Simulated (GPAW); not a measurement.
# Core-hole calculation of the Ru L₃ edge in Al2Ru (I4/mmm), part 2 of 3

Aim: the dependence of the Ru L₃ near-edge features of Al2Ru (I4/mmm) on volume.

GPAW 26.7.0; X-ray absorption from dipole matrix elements to empty bands, plane-wave PAW LDA.

So far. Step 2 (Ground state of the crystal): The mesh shows no gap, so the system is treated as a metal and the core electron is put at the Fermi level (neutral cell).

## 4. Spectrum with XCH, Ru atom 1

The holes are 6.5 Å apart. In GPAW the data set carries the hole's charge, so charge=0 means a charged cell and charge=-1 a neutral one. The excited electron is kept in the cell, where it fills the lowest empty states and screens the hole. After the field has converged, empty bands are computed with the density fixed and the dipole matrix elements are summed.

The absorber has 8 Al at 2.58 Å, 2 Al at 2.88 Å and 4 Ru at 3.12 Å (14-fold, site symmetry 4/mmm).

The input, xas.py:

```python
import numpy as np
from ase import Atoms
from ase.parallel import parprint, paropen
from gpaw import GPAW, PW, FermiDirac, Mixer, MixerDif, setup_paths
from gpaw.test import gen
setup_paths.insert(0, '.')
gen('Ru', name='fch2p', xcname='LDA', corehole=(2, 1, 1), write_xml=True)
from gpaw.mpi import world
world.barrier()

atoms = Atoms('Ru5Al10',
    cell=[[1.56042162, 4.68126486, -4.22180559],
     [4.68126486, -1.56042162, -4.22180559],
     [-1.56042162, -4.68126486, -4.22180559]],
    scaled_positions=[[0, 0, 0],
     [0.2, 0.4, 0.4],
     [0.6, 0.2, 0.2],
     [0.4, 0.8, 0.8],
     [0.8, 0.6, 0.6],
     [0.65920219, 0, 0.65920219],
     [0.85920219, 0.4, 0.05920219],
     [0.25920219, 0.2, 0.85920219],
     [0.05920219, 0.8, 0.45920219],
     [0.45920219, 0.6, 0.25920219],
     [0.34079781, 0, 0.34079781],
     [0.54079781, 0.4, 0.74079781],
     [0.94079781, 0.2, 0.54079781],
     [0.74079781, 0.8, 0.14079781],
     [0.14079781, 0.6, 0.94079781]],
    pbc=True)
atoms.calc = calc = GPAW(legacy_gpaw=True, mode=PW(430), xc='LDA', setups={0: 'fch2p'},
    kpts={'size': (4, 4, 4), 'gamma': True}, occupations=FermiDirac(0.1),
    charge=-1, mixer=Mixer(0.1, 5, 50), maxiter=150,
    convergence={'density': 0.0001}, txt='scf.txt')
energy = atoms.get_potential_energy() + calc.get_reference_energy()
ef = calc.get_fermi_level()
out = dict(energy=energy, fermi=ef, forces=atoms.get_forces().tolist())
parprint(f'all-electron energy {energy:.4f} eV, Fermi level {ef:.4f} eV')
ev = np.array([[calc.get_eigenvalues(k, s) for k in range(len(calc.get_ibz_k_points()))] for s in range(calc.get_number_of_spins())])
out['homo'], out['lumo'], out['counts'] = ev[ev < ef].max(), ev[ev > ef].min(), sorted(set((ev < ef).sum((0, 2)).tolist()))
out['filled'] = (ev[:, 0] < ef).sum(1).tolist()

from ase.units import Ha
from gpaw.xas import dipole_matrix_elements
nb = int(calc.get_number_of_electrons() / 2) + 150
top, nb = nb, nb + 8 + nb // 12
nscf = calc.fixed_density(kpts={'size': (4, 4, 4), 'gamma': True}, nbands=nb,
    convergence={'bands': top, 'eigenstates': 1e-5}, maxiter=60, txt='nscf.txt')
cell = atoms.cell.array
ops = [cell.T @ U.T @ np.linalg.inv(cell.T) for U in nscf.wfs.kd.symmetry.op_scc]
E = np.arange(-6, 34, 0.1)
fwhm = np.interp(E, [4, 25], [2, 3.5])
Y, X, zero, highest = 0, 0, 1e9, 1e9
for spin in range(nscf.get_number_of_spins()):
    wfs = nscf.wfs
    A = dipole_matrix_elements(wfs.setups[0])
    eps = np.zeros((wfs.kd.nibzkpts, nb))
    d = np.zeros((3, A.shape[1], wfs.kd.nibzkpts, nb), complex)
    for kpt in wfs.kpt_u:
        if kpt.s == spin and 0 in kpt.P_ani:
            eps[kpt.k] = kpt.eps_n * Ha
            d[:, :, kpt.k] = (kpt.weight * wfs.nspins / 2) ** 0.5 * np.inner(A, kpt.P_ani[0])
    world.sum(eps)
    world.sum(d)
    T = np.einsum('amkn,bmkn->abkn', d, d.conj()).real
    T = sum(np.einsum('ai,ijkn,bj->abkn', R, T, R) for R in ops) / len(ops)
    empty = eps > ef
    zero, highest = min(zero, eps[empty].min()), min(highest, eps[:, top - 1].min())
    lines = [(eps, T, empty)] if spin == 0 else lines + [(eps, T, empty)]
for eps, T, empty in lines:
    f = np.einsum('aakn->akn', T).reshape(3, -1)
    x = eps.ravel() - zero
    w = np.interp(x, E, fwhm) / 2.35482
    g = np.exp(-0.5 * ((E[:, None] - x) / w) ** 2) / (w * (2 * np.pi) ** 0.5)
    Y = Y + (f * empty.ravel()) @ g.T
    X = X + (f * ~empty.ravel()) @ g.T
out.update(E=E.round(2).tolist(), xas=Y.tolist(), xes=X.tolist(), zero=zero, valid=highest - zero, nk=len(eps), nb=nb)
for i in range(0, len(E), 10):
    parprint(f'{E[i]:7.2f}', *(f'{v:10.3e}' for v in Y[:, i]))
import json
with paropen('out.json', 'w') as f:
    json.dump(out, f)
```

Launch:

```
$ OMP_NUM_THREADS=1 mpirun -n 2 gpaw python xas.py
```

Numbers of over 12 decimals in the logs are rounded to 6 here.

The program printed:

```text
Input parameters:
  charge: -1
  convergence: {density: 0.0001}
  kpts: {gamma: True,
         size: (4, 4, 4)}
  maxiter: 150
  mixer: {backend: pulay,
          beta: 0.1,
          method: separate,
          nmaxold: 5,
          weight: 50}
  mode: {ecut: 430.0,
         name: pw}
  occupations: {fixmagmom: False,
                name: fermi-dirac,
                width: 0.1}
  setups: {0: fch2p}

Initialize ...

[... PAW data sets ...]

Reference energy: -678522.205363  # eV

Spin-paired calculation

[... convergence settings ...]
Symmetries present (total): 8
  [... symmetry matrices ...]

64 k-points: 4 x 4 x 4 Monkhorst-Pack grid + [1/8,1/8,1/8]
14 k-points in the irreducible part of the Brillouin zone
       k-points in crystal coordinates                weights
   0:     0.00000000    0.00000000    0.00000000          1/64
   1:     0.25000000   -0.25000000    0.25000000          2/64
   2:     0.25000000    0.00000000   -0.25000000          4/64
   3:     0.25000000    0.25000000   -0.25000000          4/64
   4:     0.25000000    0.25000000    0.00000000          8/64
   5:     0.25000000    0.25000000    0.25000000          2/64
   6:     0.50000000    0.00000000    0.25000000          8/64
   7:     0.50000000    0.00000000    0.50000000          2/64
   8:     0.50000000    0.25000000   -0.25000000          8/64
   9:     0.50000000    0.25000000    0.00000000          8/64
          ...
  13:     0.50000000    0.50000000    0.50000000          1/64

Wave functions: Plane wave expansion
  Cutoff energy: 430.000 eV
  Number of coefficients (min, max): 4123, 4190
  Pulay-stress correction: 0.000000 eV/Ang^3 (de/decut=0.000000)
  Using FFTW library
  Wavefunction extrapolation:
    Improved wavefunction reuse through dual PAW basis

Occupation numbers: Fermi-Dirac:
  width: 0.1000  # eV

Eigensolver
   Davidson(niter=2)

Densities:
  Coarse grid: 32*32*32 grid
  Fine grid: 64*64*64 grid
  Total Charge: 0.000000

Density mixing:
  Method: separate
  Backend: pulay
  Linear mixing parameter: 0.1
  old densities: 5
  Width of damping distribution: 1.1
  Damping of long wavelength oscillations: 50

[... Hamiltonian set-up ...]
Number of atoms: 15
Number of atomic orbitals: 105
Number of bands in calculation: 71
Number of valence electrons: 111
Bands to converge: occupied

... initialized

Initializing position-dependent things.

Density initialized from atomic densities
Creating initial wave functions:
  71 bands from LCAO basis set

          Ru

          Al
               Ru  Al
             Ru
          Al     Al
               Al     Al
        Al     Al
             Al
                 Ru
           Al  Ru

Atomic positions and initial magnetic moments

Positions:
   0 Ru     0.000000    0.000000    0.000000    ( 0.0000,  0.0000,  0.0000)
   1 Ru     1.560422   -1.560422   -4.221806    ( 0.0000,  0.0000,  0.0000)
   2 Ru     1.560422    1.560422   -4.221806    ( 0.0000,  0.0000,  0.0000)
   3 Ru     3.120843   -3.120843   -8.443611    ( 0.0000,  0.0000,  0.0000)
   4 Ru     3.120843    0.000000   -8.443611    ( 0.0000,  0.0000,  0.0000)
   5 Al    -0.000000   -0.000000   -5.566047    ( 0.0000,  0.0000,  0.0000)
   6 Al     3.120843    3.120843   -5.566047    ( 0.0000,  0.0000,  0.0000)
[...]
12 Al     1.560422    1.560422   -7.099370    ( 0.0000,  0.0000,  0.0000)
  13 Al     4.681265    1.560422   -7.099370    ( 0.0000,  0.0000,  0.0000)
  14 Al     1.560422   -4.681265   -7.099370    ( 0.0000,  0.0000,  0.0000)

Unit cell:
           periodic     x           y           z      points  spacing
  1. axis:    yes    1.560422    4.681265   -4.221806    32     0.1681
  2. axis:    yes    4.681265   -1.560422   -4.221806    32     0.1542
  3. axis:    yes   -1.560422   -4.681265   -4.221806    32     0.1681

  Lengths:   6.494059   6.494059   6.494059
  Angles:   64.999029  98.901298  64.999029

Effective grid spacing dv^(1/3) = 0.1844

iter:   1  -127.989951
iter:   2  -118.518352   -0.69  -1.06
iter:   3  -116.714091   -0.78  -1.16
iter:   4  -116.893664   -1.38  -1.30
iter:   5  -116.296671   -2.73  -1.39
iter:   6  -115.991639   -1.44  -1.49
iter:   7  -115.996766   -1.66  -1.99
iter:   8  -115.728746   -2.48  -1.98
iter:   9  -115.706257   -3.01  -2.59
iter:  10  -115.704534c  -3.80  -2.78
iter:  11  -115.703884c  -4.30  -2.89
iter:  12  -115.703589c  -5.03  -3.28
iter:  13  -115.703515c  -5.70  -3.46
iter:  14  -115.703536c  -5.83  -3.60
iter:  15  -115.703551c  -6.99  -3.80
iter:  16  -115.703553c  -6.91  -3.94
iter:  17  -115.703542c  -7.24  -4.24c
iter:  18  -115.703549c  -8.09c -4.51c

Converged after 18 iterations.

Dipole moment: (-0.000000, 0.000000, -0.000000) |e|*Ang

Energy contributions relative to reference atoms: (reference = -678522.205363)

Kinetic:        +76.625733
Potential:      -63.997668
External:        +0.000000
XC:            -126.829252
Entropy (-ST):   -0.156722
Local:           -1.424002
SIC:             +0.000000
--------------------------
Free energy:   -115.781910
Extrapolated:  -115.703549

Showing only first 2 kpts
 Kpt  Band  Eigenvalues  Occupancy
  0    53      8.54997    2.00000
  0    54      8.79594    1.99996
  0    55      9.56996    1.91819
  0    56      9.76617    1.53443

  1    53      8.39514    2.00000
  1    54      9.29821    1.99438
  1    55      9.85704    1.14107
[...]
Fermi level: 9.88544

No gap
No difference between direct/indirect transitions

Forces in eV/Ang:
  0 Ru    0.00000    0.00000    0.00000
  1 Ru   -0.19608   -0.00130   -0.00000
  2 Ru    0.00130   -0.19608    0.00000
  3 Ru   -0.00130    0.19608    0.00000
  4 Ru    0.19608    0.00130    0.00000
  5 Al   -0.00000   -0.00000    0.41396
  6 Al    0.14573   -0.10782    0.03212
[...]
12 Al    0.10782    0.14573   -0.03212
 13 Al   -0.10782   -0.14573   -0.03212
 14 Al   -0.14573    0.10782   -0.03212
Scalar-relativistic atomic LDA calculation for Ru (Ruthenium, Z=44)
Core hole in 2p state (2p occupation: 5.0)
750 radial gridpoints.
|------------------------------------------------|
|------------------------------------------------|
[... the atom generator's iteration count ...]

Energy contributions:
-------------------------
Kinetic:    +4567.004257
XC:          -124.357606
Potential:  -8861.544401
-------------------------
Total:      -4418.897750

state      eigenvalue         ekin         rmax
-----------------------------------------------
1s^2.0 :  -810.789758  1020.838434        0.022
2s^2.0 :  -119.528283   211.329662        0.123
2p^5.0 :  -108.030822   203.018947        0.098
3s^2.0 :   -21.807619    58.200770        0.357
3p^6.0 :   -17.911854    54.358007        0.349
3d^10.0:   -11.590504    49.517831        0.291
4s^2.0 :    -3.373979    14.366068        0.890
4p^6.0 :    -2.246267    11.932759        0.949
4d^7.0 :    -0.631256     6.808823        1.127
5s^1.0 :    -0.449315     1.854984        2.467
5p^0.0 :    -0.267617     1.147224        3.053
-----------------------------------------------
(units: Bohr and Hartree)

Generating PAW setup
Kinetic energy of the core from tauc = 4514.238730110037
Cutoffs:
rc(s)=2.420
rc(p)=2.430
rc(d)=2.370
rc(vbar)=2.420
rc(comp)=2.330
rc(nct)=2.430

Kinetic energy of the core states: 4417.158819
Charge: 1.0
Core electrons: 27.0
Valence electrons: 16.0
Pseudo-core charge: 0.000035
Shape function alpha=1.842
Pseudo-electron charge 5.695833
state    eigenvalue         norm
--------------------------------
4s(2) :    -3.373979     0.220227
5s(1) :    -0.449315     1.035204
4p(6) :    -2.246267     0.188784
5p(0) :    -0.267617     0.987217
4d(7) :    -0.631256     0.441062
*d    :     0.368744
--------------------------------

Diagonalizing with gridspacing h=0.050

state   all-electron     PAW
-------------------------------
4s:      -3.373979    -3.374511
4p:      -2.246267    -2.246716
4d:      -0.631256    -0.632596
*f:                   -0.023373
-------------------------------
all-electron energy -678637.9089 eV, Fermi level 9.8854 eV
[...]
31.00  5.040e-06  5.040e-06  6.121e-06
  32.00  5.404e-06  5.404e-06  6.559e-06
  33.00  5.397e-06  5.397e-06  6.489e-06
```

Wall time 5.4 min (2 MPI ranks of Intel Xeon Platinum 8259CL at 2.50GHz (Skylake/Cascade Lake), shared host); peak memory 0.52 GiB; 11 min of CPU time.

The Ru L₃ spectrum, Ru atom 1, excited-electron core hole (neutral cell) (energy from the lowest empty level; intensity scaled to a mean of 1 over the first 20 eV; polarised curves are means over the symmetry-equivalent atoms):

```tsv
E (eV)	isotropic	ε ⊥ c	ε ∥ c
-2.0	0.04	0.05	0.04
-1.5	0.17	0.18	0.15
-1.0	0.46	0.48	0.42
-0.5	0.95	0.96	0.92
0.0	1.46	1.44	1.50
0.5	1.76	1.67	1.95
1.0	1.82	1.65	2.18
1.5	1.79	1.57	2.24
2.0	1.81	1.60	2.25
2.5	1.88	1.72	2.21
3.0	1.88	1.78	2.08
3.5	1.73	1.68	1.82
4.0	1.49	1.49	1.50
4.5	1.29	1.33	1.22
5.0	1.18	1.25	1.05
5.5	1.13	1.22	0.95
6.0	1.06	1.16	0.86
6.5	0.96	1.06	0.77
7.0	0.88	0.96	0.71
7.5	0.85	0.91	0.72
8.0	0.88	0.91	0.82
8.5	0.95	0.94	0.98
9.0	1.01	0.96	1.11
9.5	1.01	0.95	1.14
10.0	0.97	0.91	1.09
10.5	0.90	0.85	0.99
11.0	0.84	0.81	0.89
11.5	0.80	0.78	0.82
12.0	0.77	0.77	0.77
12.5	0.74	0.75	0.73
13.0	0.72	0.73	0.70
13.5	0.70	0.72	0.67
14.0	0.68	0.70	0.63
14.5	0.65	0.68	0.60
15.0	0.62	0.65	0.56
15.5	0.58	0.61	0.52
16.0	0.55	0.58	0.50
16.5	0.54	0.56	0.50
17.0	0.54	0.55	0.52
17.5	0.56	0.56	0.54
18.0	0.58	0.58	0.57
18.5	0.60	0.60	0.60
19.0	0.62	0.61	0.62
19.5	0.62	0.62	0.62
20.0	0.62	0.61	0.62
20.5	0.61	0.60	0.62
21.0	0.60	0.59	0.62
21.5	0.59	0.58	0.61
22.0	0.59	0.58	0.61
22.5	0.58	0.57	0.59
23.0	0.57	0.57	0.57
23.5	0.56	0.56	0.55
24.0	0.55	0.56	0.52
24.5	0.54	0.55	0.50
25.0	0.52	0.54	0.48
25.5	0.51	0.53	0.47
26.0	0.50	0.51	0.47
26.5	0.48	0.49	0.47
27.0	0.48	0.48	0.48
27.5	0.48	0.47	0.50
28.0	0.49	0.47	0.52
28.5	0.50	0.48	0.55
29.0	0.52	0.49	0.58
29.5	0.54	0.51	0.61
30.0	0.57	0.53	0.64
30.5	0.59	0.55	0.67
31.0	0.62	0.58	0.71
31.5	0.65	0.61	0.74
32.0	0.67	0.62	0.76
```

Main maxima below 30 eV (height): 1.0 eV (1.82), 2.8 eV (1.90), 9.2 eV (1.02) and 19.4 eV (0.62). At an L edge the dipole rule selects empty d (and weakly s) states on the absorber, and the strong line at the onset measures the empty part of its d band.

The energy difference (zero at 2870 eV) isn't read as a photon energy: for so heavy an absorber the terms left out (core spin–orbit splitting, the hole's spin, the functional's error) amount to tens of eV or more.

## 5. Supercell without a hole, the energy reference

The cell changes for the next run, so it gets a reference energy of its own.

The cell differs from the one that the last finished run ended in (a 6.494 → 6.361 Å, b 6.494 → 6.361 Å, c 6.494 → 6.361 Å).

The input, scf.py:

```python
import numpy as np
from ase import Atoms
from ase.parallel import parprint, paropen
from gpaw import GPAW, PW, FermiDirac, Mixer, MixerDif, setup_paths
from gpaw.test import gen
setup_paths.insert(0, '.')
gen('Ru', name='nch2p', xcname='LDA', corehole=(2, 1, 0), write_xml=True)
from gpaw.mpi import world
world.barrier()

atoms = Atoms('Ru5Al10',
    cell=[[1.52856734, 4.58570203, -4.13562211],
     [4.58570203, -1.52856734, -4.13562211],
     [-1.52856734, -4.58570203, -4.13562211]],
    scaled_positions=[[0, 0, 0],
     [0.2, 0.4, 0.4],
     [0.6, 0.2, 0.2],
     [0.4, 0.8, 0.8],
     [0.8, 0.6, 0.6],
     [0.65920219, 0, 0.65920219],
     [0.85920219, 0.4, 0.05920219],
     [0.25920219, 0.2, 0.85920219],
     [0.05920219, 0.8, 0.45920219],
     [0.45920219, 0.6, 0.25920219],
     [0.34079781, 0, 0.34079781],
     [0.54079781, 0.4, 0.74079781],
     [0.94079781, 0.2, 0.54079781],
     [0.74079781, 0.8, 0.14079781],
     [0.14079781, 0.6, 0.94079781]],
    pbc=True)
atoms.calc = calc = GPAW(legacy_gpaw=True, mode=PW(430), xc='LDA', setups={0: 'nch2p'},
    kpts={'size': (4, 4, 4), 'gamma': True}, occupations=FermiDirac(0.1),
    charge=0, mixer=Mixer(0.1, 5, 50), maxiter=150,
    convergence={'density': 0.0001}, txt='scf.txt')
energy = atoms.get_potential_energy() + calc.get_reference_energy()
ef = calc.get_fermi_level()
out = dict(energy=energy, fermi=ef, forces=atoms.get_forces().tolist())
parprint(f'all-electron energy {energy:.4f} eV, Fermi level {ef:.4f} eV')
ev = np.array([[calc.get_eigenvalues(k, s) for k in range(len(calc.get_ibz_k_points()))] for s in range(calc.get_number_of_spins())])
out['homo'], out['lumo'], out['counts'] = ev[ev < ef].max(), ev[ev > ef].min(), sorted(set((ev < ef).sum((0, 2)).tolist()))
out['filled'] = (ev[:, 0] < ef).sum(1).tolist()
import json
with paropen('out.json', 'w') as f:
    json.dump(out, f)
```

Launch:

```
$ OMP_NUM_THREADS=1 mpirun -n 2 gpaw python scf.py
```

The program printed:

```text
Input parameters:
  convergence: {density: 0.0001}
  kpts: {gamma: True,
         size: (4, 4, 4)}
  maxiter: 150
  mixer: {backend: pulay,
          beta: 0.1,
          method: separate,
          nmaxold: 5,
          weight: 50}
  mode: {ecut: 430.0,
         name: pw}
  occupations: {fixmagmom: False,
                name: fermi-dirac,
                width: 0.1}
  setups: {0: nch2p}

Initialize ...

[...]
5s(1) :    -0.165642     1.006927
4p(6) :    -1.710171     0.232766
5p(0) :    -0.037961     0.989362
4d(7) :    -0.198508     0.557875
*d    :     0.801492
--------------------------------

Diagonalizing with gridspacing h=0.050

state   all-electron     PAW
-------------------------------
4s:      -2.807098    -2.807664
4p:      -1.710171    -1.710635
4d:      -0.198508    -0.199753
*f:                    0.068975
-------------------------------
all-electron energy -681507.3325 eV, Fermi level 10.7033 eV
[key lines of the parts left out:]
Converged after 18 iterations.
Dipole moment: (0.000000, 0.000000, -0.000000) |e|*Ang
Free energy:   -106.076580
Fermi level: 10.70328
```

Run time: 93 s. Hardware: 2 MPI ranks; peak memory 0.33 GiB; 3.1 min of CPU time.

Reference energy: -681507.333 eV with the cores included.

## 6. Spectrum with XCH, Ru atom 1

Shorter bonds are expected to push antibonding states and scattering resonances up, and longer ones down; the cell is scaled to test that.

Changed against the first core-hole run: volume scale from 1 to 0.94.

xas.py: that of step 4 with these lines changed.

```diff
@@ -11,5 +11,5 @@
 atoms = Atoms('Ru5Al10',
-    cell=[[1.56042162, 4.68126486, -4.22180559],
-     [4.68126486, -1.56042162, -4.22180559],
-     [-1.56042162, -4.68126486, -4.22180559]],
+    cell=[[1.52856734, 4.58570203, -4.13562211],
+     [4.58570203, -1.52856734, -4.13562211],
+     [-1.52856734, -4.58570203, -4.13562211]],
     scaled_positions=[[0, 0, 0],
@@ -44,3 +44,3 @@
 from gpaw.xas import dipole_matrix_elements
-nb = int(calc.get_number_of_electrons() / 2) + 150
+nb = int(calc.get_number_of_electrons() / 2) + 143
 top, nb = nb, nb + 8 + nb // 12
```

Launch:

```
$ OMP_NUM_THREADS=1 mpirun -n 2 gpaw python xas.py
```

The program printed:

```text
Input parameters:
  charge: -1
  convergence: {density: 0.0001}
  kpts: {gamma: True,
         size: (4, 4, 4)}
  maxiter: 150
  mixer: {backend: pulay,
          beta: 0.1,
          method: separate,
          nmaxold: 5,
          weight: 50}
  mode: {ecut: 430.0,
         name: pw}
  occupations: {fixmagmom: False,
                name: fermi-dirac,
                width: 0.1}
  setups: {0: fch2p}

Initialize ...

[...]
*d    :     0.368744
--------------------------------

Diagonalizing with gridspacing h=0.050

state   all-electron     PAW
-------------------------------
4s:      -3.373979    -3.374511
4p:      -2.246267    -2.246716
4d:      -0.631256    -0.632596
*f:                   -0.023373
-------------------------------
all-electron energy -678637.6799 eV, Fermi level 10.7499 eV
[...]
32.00  4.790e-06  4.790e-06  5.777e-06
  33.00  5.187e-06  5.187e-06  6.250e-06
[key lines of the parts left out:]
Converged after 16 iterations.
Dipole moment: (0.000000, 0.000000, -0.000000) |e|*Ang
Free energy:   -115.546663
Fermi level: 10.74986
```

Run time: 4.1 min. Hardware: 2 MPI ranks; peak memory 0.51 GiB.

```tsv
E (eV)	first run	this run
-2.0	0.04	0.04
-1.0	0.46	0.43
0.0	1.46	1.38
1.0	1.82	1.73
2.0	1.81	1.70
3.0	1.88	1.84
4.0	1.49	1.53
5.0	1.18	1.16
6.0	1.06	1.09
7.0	0.88	0.94
8.0	0.88	0.85
9.0	1.01	0.97
10.0	0.97	1.03
11.0	0.84	0.91
12.0	0.77	0.81
13.0	0.72	0.76
14.0	0.68	0.71
15.0	0.62	0.66
16.0	0.55	0.59
17.0	0.54	0.53
18.0	0.58	0.54
19.0	0.62	0.58
20.0	0.62	0.61
21.0	0.60	0.60
22.0	0.59	0.58
23.0	0.57	0.56
24.0	0.55	0.55
25.0	0.52	0.53
26.0	0.50	0.51
27.0	0.48	0.48
28.0	0.49	0.46
29.0	0.52	0.46
30.0	0.57	0.49
31.0	0.62	0.53
32.0	0.67	0.58
```

Against the first run the r.m.s. difference is 5 %. The highest intensity below 24 eV goes from 2.8 eV (1.90) to 3.0 eV (1.84).

The photon energy of the zero moves by +0.08 eV.

(Continued in part 3 of 3.)

[Banner, clock and machine lines of the logs are left out without a mark of their own.]

[Logs are printed without paths, hosts, clocks, repeated set-up lines and the standing remarks that a program may print on its own settings, such as how far it seeks lower states.]

[Hosts, paths, dates, database ids (printed as entryN), source tags and the programs' standing remarks are cut or masked in the printed files.]

[Lists of maxima count a maximum above −3 eV only where it reaches 4 % of the highest in the window and stands out from its surroundings by 2 % of it (1.5 % where it reaches 55 %); shoulders and weaker maxima are passed over, and of the rest the first, up to two pre-edge ones and the few strongest are named.]
